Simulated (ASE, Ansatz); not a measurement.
# Structural relaxation of random rock-salt (Hf, Nb, Zr, Ti)C solid solution (64 atoms)

Wanted: the relaxed structure of random rock-salt (Hf, Nb, Zr, Ti)C solid solution (64 atoms) and its electronic structure.

Calculated with Ansatz 0.2.0; Kohn-Sham DFT, revPBE, PAW (set soft_2), plane waves.

### 1. Set-up

The cell holds 64 atoms: 10 Ti, 32 C, 7 Zr, 8 Nb and 7 Hf. Its edges and angles: a = 9.028 Å, b = 9.028 Å, c = 9.028 Å, α = 90.0°, β = 90.0°, γ = 90.0°. It derives from HfC and ZrC, NbC and TiC. Rock-salt lattice (a = 4.514 Å, the mean of the end members), 2 x 2 x 2 cells, metal sites filled at random with 7 Hf, 8 Nb, 7 Zr, 10 Ti; not relaxed, displaced by a Gaussian of 0.02 Å.

Before any run, some limits are plain. The host structure and its lattice constant were typed by rule, without a check against the phase diagram. The levels lack spin–orbit coupling, which is large for the heavy elements here.

### 2. Single point at the start

The forces at the start show how far the geometry lies from a minimum of this functional.

input.yaml

```yaml
crystal:
  lattice:
    - [9.028, 0.0, 0.0]
    - [0.0, 9.028, 0.0]
    - [0.0, 0.0, 9.028]
  atoms:
    - { symbol: Ti, position: [0.00125, 0.00141, 0.99962] }
    - { symbol: C, position: [0.25394, 0.00154, 0.00398] }
    - { symbol: Zr, position: [0.00234, 0.24932, 0.25256] }
    - { symbol: C, position: [0.24996, 0.24691, 0.24953] }
    - { symbol: Nb, position: [0.25436, 6.0e-05, 0.25173] }
    - { symbol: C, position: [0.00331, 0.9986, 0.24944] }
    - { symbol: Ti, position: [0.25055, 0.24862, 0.99961] }
    - { symbol: C, position: [0.00075, 0.24996, 0.99489] }
    - { symbol: Zr, position: [0.00126, 0.00062, 0.49965] }
    - { symbol: C, position: [0.24834, 0.99763, 0.49765] }
    - { symbol: Hf, position: [0.00217, 0.24885, 0.75386] }
    - { symbol: C, position: [0.25286, 0.25142, 0.75257] }
    - { symbol: Nb, position: [0.24762, 0.99924, 0.75054] }
    - { symbol: C, position: [0.0018, 0.9977, 0.75277] }
    - { symbol: Ti, position: [0.24703, 0.24933, 0.50192] }
    - { symbol: C, position: [0.0, 0.24988, 0.49992] }
    - { symbol: Nb, position: [0.99831, 0.49767, 0.00474] }
    - { symbol: C, position: [0.24974, 0.50073, 0.00019] }
    - { symbol: Hf, position: [0.99797, 0.74933, 0.25023] }
    - { symbol: C, position: [0.2516, 0.7505, 0.25158] }
    - { symbol: Hf, position: [0.25178, 0.49902, 0.24991] }
    - { symbol: C, position: [0.99731, 0.50352, 0.2493] }
    - { symbol: Nb, position: [0.25342, 0.75041, 0.0004] }
    - { symbol: C, position: [0.9987, 0.7486, 0.00269] }
    - { symbol: Zr, position: [0.00021, 0.50212, 0.49954] }
    - { symbol: C, position: [0.25331, 0.50054, 0.50077] }
    - { symbol: Nb, position: [0.99614, 0.75084, 0.74813] }
    - { symbol: C, position: [0.2514, 0.74777, 0.75223] }
    - { symbol: Ti, position: [0.25229, 0.49668, 0.75221] }
    - { symbol: C, position: [0.00159, 0.50138, 0.75039] }
    - { symbol: Zr, position: [0.25077, 0.74697, 0.50012] }
    - { symbol: C, position: [0.997, 0.74672, 0.50049] }
    - { symbol: Ti, position: [0.50237, 0.99991, 0.00142] }
    - { symbol: C, position: [0.75018, 0.99793, 0.99959] }
    - { symbol: Zr, position: [0.50098, 0.24922, 0.25172] }
    - { symbol: C, position: [0.75104, 0.24833, 0.25225] }
    - { symbol: Nb, position: [0.74699, 0.99656, 0.24606] }
    - { symbol: C, position: [0.49963, 0.00223, 0.25117] }
    - { symbol: Ti, position: [0.75022, 0.24641, 0.99912] }
    - { symbol: C, position: [0.49951, 0.25349, 0.9998] }
    - { symbol: Nb, position: [0.50234, 0.99776, 0.49572] }
    - { symbol: C, position: [0.75185, 0.99875, 0.50001] }
    - { symbol: Ti, position: [0.50016, 0.24987, 0.75252] }
    - { symbol: C, position: [0.74816, 0.248, 0.74848] }
    - { symbol: Ti, position: [0.75342, 0.00333, 0.75242] }
    - { symbol: C, position: [0.49691, 0.99684, 0.74685] }
    - { symbol: Hf, position: [0.75095, 0.24893, 0.50003] }
    - { symbol: C, position: [0.49939, 0.24849, 0.49926] }
    - { symbol: Hf, position: [0.49874, 0.49915, 0.99796] }
    - { symbol: C, position: [0.75053, 0.49621, 0.00177] }
    - { symbol: Zr, position: [0.5003, 0.74705, 0.24739] }
    - { symbol: C, position: [0.74845, 0.75587, 0.25063] }
    - { symbol: Nb, position: [0.75085, 0.49946, 0.25125] }
    - { symbol: C, position: [0.49396, 0.49981, 0.25178] }
    - { symbol: Hf, position: [0.74976, 0.75239, 0.00264] }
    - { symbol: C, position: [0.49783, 0.75045, 0.9998] }
    - { symbol: Ti, position: [0.50054, 0.49925, 0.50099] }
    - { symbol: C, position: [0.75079, 0.5018, 0.50169] }
    - { symbol: Ti, position: [0.50126, 0.75251, 0.75039] }
    - { symbol: C, position: [0.75171, 0.74876, 0.75118] }
    - { symbol: Hf, position: [0.74675, 0.49813, 0.75077] }
    - { symbol: C, position: [0.49832, 0.50214, 0.75269] }
    - { symbol: Zr, position: [0.75148, 0.74972, 0.50151] }
    - { symbol: C, position: [0.50255, 0.74757, 0.49963] }
kpoints:
  mp_grid: { grid: [2, 2, 2] }
hamiltonian:
  xc: revpbe
scf:
  occupations: { method: fermi_dirac, width: 0.05 }
output:
  forces: true
```

Run with:

```
ansatz run input.yaml --threads 4 --pin off --max-ram 8192MiB --backend cpu --events-out ev --progress --plain --runs-dir out
```

Numbers of over 12 decimals in the logs are rounded to 6 here.

The program printed:

```text
Engine: ansatz 0.2.0, aarch64-unknown-linux-gnu
Pseudopotentials: kind: paw
Pseudopotential: Ti, paw, valence charge 12, recommended cutoff 420 eV (normal), Ti.paw.azcp
Pseudopotential: C, paw, valence charge 4, recommended cutoff 420 eV (normal), C.paw.azcp
Pseudopotential: Zr, paw, valence charge 12, recommended cutoff 420 eV (normal), Zr.paw.azcp
Pseudopotential: Nb, paw, valence charge 13, recommended cutoff 420 eV (normal), Nb.paw.azcp
Pseudopotential: Hf, paw, valence charge 26, recommended cutoff 420 eV (normal), Hf.paw.azcp
[... 5 lines on functional and potentials left out ...]
Crystal: 64 atoms, lattice volume = 735.825 Å³
Basis set: ecut = 420 eV, 14363 PW (Γ), exchange–correlation on 128×128×128 points (8 copies of the dense FFT grid, shifted against one another)
Bands: 373, of which v1, the nominal top of the filled ones, is band 309 counted from 1 (308 counted from 0)
Symmetry: 1 space group operations
Space group: P1 (ITA 1), of the structure as read, at distance tolerance 9.0e-5 Å
k-points: 8
[... 16 lines on functional and potentials left out ...]
Initial density: superposition of atomic densities (neutral atoms: chi_scale 0, normalization atom), corrected by the library's trained network
Initial wavefunctions: pseudopotential atomic-orbital guess
Functional: x = revpbe(κ = 1.245, μ = 0.219515), c = pbe(β = 0.066725)
SCF iter   1: F=—  HF=-209023.670935 eV  |F-HF|=—  |Δ(HF+E_count)|=         —  Δρ=5.31e-3  dr2=5.99e-1  ethr=1.77e-3  ⟨swp⟩=4.0  Hψ=9371  notcnv=0  defer=83
preconditioner: auto → Kerker (q_TF=auto, 2.650 Å⁻¹)  [metal: Δε(μ)=0.025 eV  Ē_g=10.671 eV  σ=0.050 eV  W_gap=0.12  n_scr=250 (ndim 8)  ℏωp=27.5 eV  f_vac=0.000  D(μ)=25.72/eV (n_scr^D=202)]
SCF iter   2: F=—  HF=-209023.637664 eV  |F-HF|=—  |Δ(HF+E_count)|=   3.33e-2  Δρ=2.69e-3  dr2=2.21e-1  ethr=9.70e-5  ⟨swp⟩=2.0  Hψ=3576  notcnv=0  defer=248
SCF iter   3: F=—  HF=-209023.617885 eV  |F-HF|=—  |Δ(HF+E_count)|=   1.98e-2  Δρ=5.01e-4  dr2=1.70e-2  ethr=3.58e-5  ⟨swp⟩=2.0  Hψ=3007  notcnv=0  defer=248
SCF iter   4: F=—  HF=-209023.617058 eV  |F-HF|=—  |Δ(HF+E_count)|=   8.27e-4  Δρ=3.19e-4  dr2=1.44e-3  ethr=2.76e-6  ⟨swp⟩=2.0  Hψ=5170  notcnv=0  defer=248
SCF iter   5: F=—  HF=-209023.615915 eV  |F-HF|=—  |Δ(HF+E_count)|=   1.14e-3  Δρ=1.61e-4  dr2=4.50e-4  ethr=2.33e-7  ⟨swp⟩=2.8  Hψ=5266  notcnv=0  defer=248
SCF iter   6: F=—  HF=-209023.615848 eV  |F-HF|=—  |Δ(HF+E_count)|=   6.69e-5  Δρ=4.52e-5  dr2=3.95e-5  ethr=7.27e-8  ⟨swp⟩=2.0  Hψ=4016  notcnv=0  defer=248
SCF iter   7: F=—  HF=-209023.617116 eV  |F-HF|=—  |Δ(HF+E_count)|=   1.27e-3  Δρ=2.12e-5  dr2=4.45e-6  ethr=6.39e-9  ⟨swp⟩=2.2  Hψ=5461  notcnv=0  defer=258
SCF iter   8: F=—  HF=-209023.617114 eV  |F-HF|=—  |Δ(HF+E_count)|=   1.91e-6  Δρ=7.88e-6  dr2=7.48e-7  ethr=7.20e-10  ⟨swp⟩=3.0  Hψ=5311  notcnv=0  defer=258
SCF iter   9: F=—  HF=-209023.617114 eV  |F-HF|=—  |Δ(HF+E_count)|=   3.51e-7  Δρ=3.01e-6  dr2=1.31e-7  ethr=1.21e-10  ⟨swp⟩=2.8  Hψ=5214  notcnv=0  defer=258
SCF iter  10: F=-209023.617114 eV  HF=-209023.617114 eV  |F-HF|=1.41e-8  |Δ(HF+E_count)|=   7.16e-9  Δρ=9.98e-7  dr2=2.00e-8  ethr=1.62e-11  ⟨swp⟩=4.0  Hψ=8332  notcnv=0
SCF 1 converged in 10 iterations: F = -209023.617114 eV  dr2 = 2.00e-8
  greatest PAW one-centre occupation: 0.999 electrons in one spin orbital (limit 2), on the Ti atom at site 28 (counted from 0), in its partial waves of l = 0
SCF converged after 10 iterations
Free energy (F): -209023.617114 eV
Harris-Foulkes:  -209023.617114 eV  (|F-HF|=1.41e-8)
Internal energy: -209023.401168 eV  (E = F + TS)
E sigma→0 (E₀):  -209023.509141 eV
Entropy (-TS):   -0.215946 eV (-3.374 meV/atom)
Fermi energy:    17.703722 eV
--- Per-component energies (eV) ---
  E_band       = -1108.024455
  E_kinetic    = 14058.611420
  E_local      = -61226.208421  (includes V_loc(G=0)·N_el)
  E_nonlocal   = -6351.917824
  E_hartree    = 26920.809636
  E_xc         = -7214.455591
  E_vxc        = -8108.068879  (∫ρ·V_xc dr)
  E_paw        = -107566.545861  (= ΣΔE_a)
  E_vpaw       = 6677.937523  (= ΣTr[D̂ρ^β])
  E_aug_tail   = 0.001791  (compensation charges beyond the density's cutoff)
  E_ewald      = -67641.133527
  E_core_change = -2.562791  (= ΣΔE_core)
  E_smearing   = -0.215946  (= −TS)
  E_closure    = 0.000000  (closes the sum)
  Σ components = -209023.617114   (vs F -209023.617114, Δ=0.00e0)
--- Forces (eV/Å), atoms counted from 1 ---
  atom   1  Ti    -0.10003188    -0.13940675     0.21444466
  atom   2  C     -0.31677397    -0.20717031    -0.60392664
  atom   3  Zr    -0.34552189    -0.33733704    -1.11177423
  atom   4  C      0.10537980    -0.15684732     0.16399718
  atom   5  Nb    -0.30281305     0.25498485    -0.49399115
  atom   6  C     -0.07274121     0.03179724    -0.90994625
  atom   7  Ti     0.25968973    -0.17108709    -0.19322323
  atom   8  C     -0.07687043    -0.29990186     1.13755623
  atom   9  Zr    -0.25238147    -0.10241428     0.14153030
  atom  10  C      0.94099216     0.92724805     0.52041120
  atom  11  Hf    -0.03750864     0.30184186    -0.39937806
  atom  12  C      0.44026002    -0.07490282    -0.21314033
  atom  13  Nb     1.10725206     0.11526993     0.38049682
  atom  14  C     -0.22612988    -0.22672294     0.60794367
[...]
atom  63  Zr    -0.96893036     0.25715999     0.30506921
  atom  64  C     -0.27407165     0.14858717     0.75180081
  max |Σ_I F_I| component: 1.02e-4 eV/Å
```

It took 1.7 min on 4 threads of Arm Neoverse N1, shared host; peak memory 6.1 GiB.

In the SCF lines HF is the Harris–Foulkes energy and dr2 the Hartree energy of the density residual, in eV; the loop may stop once dr2 is under the threshold and the program's other checks hold. Hψ counts applications of the Hamiltonian.

Numbers from this run:

```yaml
free_energy: -209023.6171 eV
free_energy_per_atom: -3265.9940 eV/atom
scf_cycles: 10
r_m_s_force_component: 0.5346 eV/Å
longest_force: 1.595 eV/Å
fermi_energy: 17.7 eV
```

The r.m.s. force component of 0.53 eV/Å sets the starting point.

Length of the force by element:

```csv
element,coordination,atoms,mean length of the force (eV/Å),spread,least,most
C,all,32,0.979,0.300,0.250,1.59
Hf,all,7,0.635,0.273,0.274,1.03
Nb,all,8,1.02,0.237,0.633,1.39
Ti,all,10,0.498,0.262,0.175,0.911
Zr,all,7,0.864,0.329,0.307,1.21
```

### 3. Relaxation

With the cell held, the atoms are moved downhill towards a nearby minimum.

input.yaml: that of step 2 with these lines changed.

```diff
@@ -15 +15,4 @@
   forces: true
+relax:
+  f_tol: 0.05
+  max_steps: 85
```

The program printed:

```text
[...]
Crystal: 64 atoms, lattice volume = 735.825 Å³
Basis set: ecut = 420 eV, 14363 PW (Γ), exchange–correlation on 128×128×128 points (8 copies of the dense FFT grid, shifted against one another)
Bands: 373, of which v1, the nominal top of the filled ones, is band 309 counted from 1 (308 counted from 0)
Symmetry: 1 space group operations
[...]
k-points: 8
[...]
SCF iter   1: F=—  HF=-209023.670934 eV  |F-HF|=—  |Δ(HF+E_count)|=         —  Δρ=5.31e-3  dr2=5.99e-1  ethr=1.77e-3  ⟨swp⟩=4.0  Hψ=9371  notcnv=0  defer=83
[...]
SCF iter   6: F=-209023.617084 eV  HF=-209023.617118 eV  |F-HF|=3.34e-5  |Δ(HF+E_count)|=   6.49e-5  Δρ=4.53e-5  dr2=3.93e-5  ethr=1.01e-8  ⟨swp⟩=3.0  Hψ=9618  notcnv=0
SCF 1 converged in 6 iterations: F = -209023.617084 eV  dr2 = 3.93e-5
[...]
relax step   1: F+E_penalty+E_count = -209023.61708441 eV  Δ(F+E_penalty+E_count) = +0.000e0 eV  max|allowed force component| = 1.378e0 eV/Å  Δτ_max = 0.0000 Å  (6 SCF iters, dr2 threshold 6.25e-5 eV, accepted)
[...]
relax step   2: F+E_penalty+E_count = -209024.76907447 eV  Δ(F+E_penalty+E_count) = -1.152e0 eV  max|allowed force component| = 1.028e0 eV/Å  Δτ_max = 0.1376 Å  (7 SCF iters, dr2 threshold 1.00e-4 eV, accepted)
[...]
relax step   3: F+E_penalty+E_count = -209025.25247600 eV  Δ(F+E_penalty+E_count) = -4.834e-1 eV  max|allowed force component| = 1.481e-1 eV/Å  Δτ_max = 0.0658 Å  (7 SCF iters, dr2 threshold 6.60e-5 eV, accepted)
relax step   4: F+E_penalty+E_count = -209025.26344366 eV  Δ(F+E_penalty+E_count) = -1.097e-2 eV  max|allowed force component| = 7.033e-2 eV/Å  Δτ_max = 0.0156 Å  (8 SCF iters, accepted)
relax step   5: F+E_penalty+E_count = -209025.26640882 eV  Δ(F+E_penalty+E_count) = -2.965e-3 eV  max|allowed force component| = 5.615e-2 eV/Å  Δτ_max = 0.0155 Å  (8 SCF iters, accepted)
relax step   6: F+E_penalty+E_count = -209025.26826841 eV  Δ(F+E_penalty+E_count) = -1.860e-3 eV  max|allowed force component| = 5.628e-2 eV/Å  Δτ_max = 0.0063 Å  (7 SCF iters, accepted)
relax step   7: F+E_penalty+E_count = -209025.26975361 eV  Δ(F+E_penalty+E_count) = -1.485e-3 eV  max|allowed force component| = 1.241e-1 eV/Å  Δτ_max = 0.0467 Å  (8 SCF iters, accepted)
relax step   8: F+E_penalty+E_count = -209025.27275782 eV  Δ(F+E_penalty+E_count) = -3.004e-3 eV  max|allowed force component| = 5.885e-2 eV/Å  Δτ_max = 0.0112 Å  (6 SCF iters, dr2 threshold 1.54e-5 eV, accepted)
relax step   9: F+E_penalty+E_count = -209025.24036800 eV  Δ(F+E_penalty+E_count) = +3.239e-2 eV  max|allowed force component| = 3.832e-1 eV/Å  Δτ_max = 0.0641 Å  (9 SCF iters, rejected (line search))
relax step  10: F+E_penalty+E_count = -209025.27420607 eV  Δ(F+E_penalty+E_count) = -1.448e-3 eV  max|allowed force component| = 5.447e-2 eV/Å  Δτ_max = 0.0086 Å  (9 SCF iters, accepted)
relax step  11: F+E_penalty+E_count = -209025.27437350 eV  Δ(F+E_penalty+E_count) = -1.674e-4 eV  max|allowed force component| = 8.247e-2 eV/Å  Δτ_max = 0.0150 Å  (7 SCF iters, accepted)
relax step  12: F+E_penalty+E_count = -209025.27488722 eV  Δ(F+E_penalty+E_count) = -5.137e-4 eV  max|allowed force component| = 1.248e-2 eV/Å  Δτ_max = 0.0059 Å  (6 SCF iters, dr2 threshold 5.83e-6 eV, accepted)
[...]
relax step  13: F+E_penalty+E_count = -209025.27488727 eV  Δ(F+E_penalty+E_count) = -4.243e-8 eV  max|allowed force component| = 1.251e-2 eV/Å  Δτ_max = 0.0000 Å  (6 SCF iters, accepted)
SCF converged after 6 iterations
Free energy (F): -209025.274887 eV
[...]
Internal energy: -209025.114371 eV  (E = F + TS)
E sigma→0 (E₀):  -209025.194629 eV
Entropy (-TS):   -0.160516 eV (-2.508 meV/atom)
Fermi energy:    17.691403 eV
[...]
--- Forces (eV/Å), atoms counted from 1 ---
  atom   1  Ti     0.00713557     0.00104599     0.00012624
  atom   2  C     -0.00022956     0.00256672    -0.00518792
  atom   3  Zr     0.00241892    -0.00104019    -0.00299521
  atom   4  C     -0.00121583    -0.00591416     0.00173509
  atom   5  Nb     0.00309191     0.00461582    -0.00863520
  atom   6  C      0.00039557     0.00109269     0.00309722
  atom   7  Ti    -0.00099725    -0.00382899     0.00066315
  atom   8  C     -0.00045695     0.00118720    -0.00032393
  atom   9  Zr    -0.00288714     0.00322690     0.00659376
  atom  10  C     -0.00286539    -0.00218086     0.00385724
  atom  11  Hf     0.00110802    -0.00507081     0.00095898
  atom  12  C      0.00113740     0.00288360    -0.00100180
  atom  13  Nb     0.00902040    -0.00142251    -0.00567235
  atom  14  C     -0.00029636    -0.00595470     0.00249094
[...]
atom  63  Zr    -0.00069889     0.00478924    -0.00752635
  atom  64  C     -0.00007324    -0.00425525     0.00123743
  max |Σ_I F_I| component: 1.17e-5 eV/Å
--- Relaxed structure (13 steps of the walk, 12 accepted, 0 SCFs on fresh bases) ---
  F+E_penalty+E_count = -209025.27488727 eV   max|allowed force component| = 1.251e-2 eV/Å
  atoms:
    - { symbol: Ti, position: [0.000403279, 0.00187195, 0.997835] }
    - { symbol: C, position: [0.250939, 0.00113587, -0.000494004] }
    - { symbol: Zr, position: [0.00105502, 0.247248, 0.247322] }
    - { symbol: C, position: [0.251205, 0.245675, 0.248592] }
[...]
- { symbol: C, position: [0.499834, 0.749557, 0.507123] }
```

Elapsed: 19 min, on 4 threads; peak memory 5.9 GiB.

Relaxation path:

```csv
step,energy less that of the first step (eV),largest force component (eV/Å)
1,0.0000,1.3779
2,-1.1520,1.0279
3,-1.6354,0.1481
4,-1.6464,0.0703
5,-1.6493,0.0561
6,-1.6512,0.0563
7,-1.6527,0.1241
8,-1.6557,0.0588
9,-1.6233,0.3832
10,-1.6571,0.0545
11,-1.6573,0.0825
12,-1.6578,0.0125
13,-1.6578,0.0125
```

Relaxation step 9 was tried and not accepted.

The atoms that moved most (Å):

```csv
atom,dx,dy,dz,length
Nb41,-0.039,0.036,0.104,0.116
C40,-0.002,-0.090,-0.056,0.106
Nb13,0.097,0.033,-0.016,0.104
Ti45,-0.098,-0.016,-0.002,0.099
C46,0.051,0.036,0.069,0.094
C26,0.037,-0.068,0.051,0.093
Ti33,-0.024,0.026,-0.085,0.092
C10,0.045,0.069,0.031,0.088
```

The relaxation changed the energy by -25.9 meV/atom, and atoms moved by 0.062 Å r.m.s., 0.12 Å at most.

### 4. Distances and neighbours after relaxation

Bonds before and after, by the cutoffs listed below:

```csv
pair,bonds before,bonds after,mean before (Å),mean after (Å),spread before (Å),spread after (Å)
C-Ti,60,60,2.257,2.228,0.023,0.042
C-Nb,48,48,2.256,2.251,0.033,0.042
C-Hf,42,42,2.258,2.282,0.029,0.032
C-Zr,42,42,2.258,2.281,0.024,0.033
```

Density 7.89 g/cm³, 11.50 Å³ an atom.

Pair distribution functions g(r), in bins of 0.2 Å:

```csv
r (Å),total,C-C,C-Ti,C-Nb,C-Hf,C-Zr,Ti-Ti
2.10,0.64,0.00,3.10,1.21,0.00,0.00,0.00
2.30,4.75,0.00,7.94,9.61,10.55,10.53,0.00
2.50,0.00,0.00,0.00,0.00,0.00,0.00,0.00
2.70,0.00,0.00,0.00,0.00,0.00,0.00,0.00
2.90,0.00,0.00,0.00,0.00,0.00,0.00,0.00
3.10,2.99,6.12,0.00,0.00,0.00,0.00,12.49
3.30,2.40,4.67,0.00,0.00,0.00,0.00,0.56
3.50,0.00,0.00,0.00,0.00,0.00,0.00,0.00
3.70,0.04,0.00,0.13,0.16,0.00,0.00,0.00
3.90,2.34,0.00,4.70,4.55,4.70,4.75,0.00
4.10,0.02,0.00,0.00,0.07,0.08,0.00,0.00
4.30,0.04,0.12,0.00,0.00,0.00,0.00,0.00
4.50,1.19,2.21,0.00,0.00,0.00,0.00,2.30
4.70,0.11,0.37,0.00,0.00,0.00,0.00,0.00
4.90,0.98,0.00,2.26,2.18,2.07,1.17,0.00
5.10,3.33,0.00,6.37,6.45,6.59,7.45,0.00
5.30,0.01,0.02,0.00,0.00,0.00,0.00,0.20
5.50,3.35,6.55,0.00,0.00,0.00,0.00,5.41
5.70,0.23,0.61,0.00,0.00,0.00,0.00,0.18
5.90,0.00,0.00,0.00,0.00,0.00,0.00,0.00
6.10,0.00,0.00,0.00,0.00,0.00,0.00,0.00
6.30,0.86,1.69,0.00,0.00,0.00,0.00,0.88
6.50,0.49,1.01,0.00,0.00,0.00,0.00,0.84
6.70,2.11,0.00,4.00,4.08,4.42,4.48,0.00
6.90,0.88,0.00,1.97,1.91,1.57,1.51,0.00
7.10,2.00,3.95,0.00,0.00,0.00,0.00,4.24
7.30,0.21,0.36,0.15,0.15,0.00,0.05,0.79
7.50,1.91,0.00,3.75,3.77,3.92,3.88,0.00
```

Bonds by pair of elements; cutoffs follow the first minimum of g(r), held within bounds set by covalent radii, and pairs that aren't listed don't count as bonded:

```csv
pair A-B,cutoff (Å),bonds,mean length (Å),spread (Å),shortest (Å),B about A,A about B
C-Ti,2.76,60,2.23,0.042,2.14,1.88,6
C-Nb,2.81,48,2.25,0.042,2.17,1.5,6
C-Hf,2.94,42,2.28,0.032,2.21,1.31,6
C-Zr,2.94,42,2.28,0.033,2.23,1.31,6
```

How many atoms have how many bonded neighbours:

```csv
element,mean,6
C,6,32
Hf,6,7
Nb,6,8
Ti,6,10
Zr,6,7
```

Bond angles, per cent of each kind in bins of 5°:

```csv
angle (°),C-Ti-C,C-Nb-C,C-Zr-C,C-Hf-C,Nb-C-Ti
85–90,37.3,37.5,43.8,41.0,23.0
90–95,42.7,42.5,36.2,39.0,55.4
95–100,0.0,0.0,0.0,0.0,0.0
100–105,0.0,0.0,0.0,0.0,0.0
105–110,0.0,0.0,0.0,0.0,0.0
110–115,0.0,0.0,0.0,0.0,0.0
115–120,0.0,0.0,0.0,0.0,0.0
120–125,0.0,0.0,0.0,0.0,0.0
125–130,0.0,0.0,0.0,0.0,0.0
130–135,0.0,0.0,0.0,0.0,0.0
135–140,0.0,0.0,0.0,0.0,0.0
140–145,0.0,0.0,0.0,0.0,0.0
145–150,0.0,0.0,0.0,0.0,0.0
150–155,0.0,0.0,0.0,0.0,0.0
155–160,0.0,0.0,0.0,0.0,0.0
160–165,0.0,0.0,0.0,0.0,0.0
165–170,0.0,0.0,0.0,0.0,0.0
170–175,0.0,0.0,0.0,0.0,0.0
175–180,20.0,20.0,20.0,20.0,21.6
```

Bond angles (no mean is given where the spread exceeds 20°):

```csv
angle,count,mean (°),spread (°)
C-Ti-C,150,-,-
C-Nb-C,120,-,-
C-Zr-C,105,-,-
C-Hf-C,105,-,-
Nb-C-Ti,74,-,-
```

For some of the pairs, g(r) has its first main peak near 3.19 Å (C-C), 2.23 Å (C-Ti), 2.25 Å (C-Nb), 2.28 Å (C-Hf), 2.28 Å (C-Zr) and 3.14 Å (Ti-Ti). By these cutoffs all C atoms have 6, all Hf atoms have 6, all Nb atoms have 6 and all Ti atoms have 6 bonded neighbours.

(Continued in part 2 of 2.)

[Logs are printed without paths, hosts, clocks, repeated set-up lines and the standing remarks that a program may print on its own settings, such as how far it seeks lower states.]

[Hosts, paths, dates, database ids (printed as entryN), source tags and the programs' standing remarks are cut or masked in the printed files.]
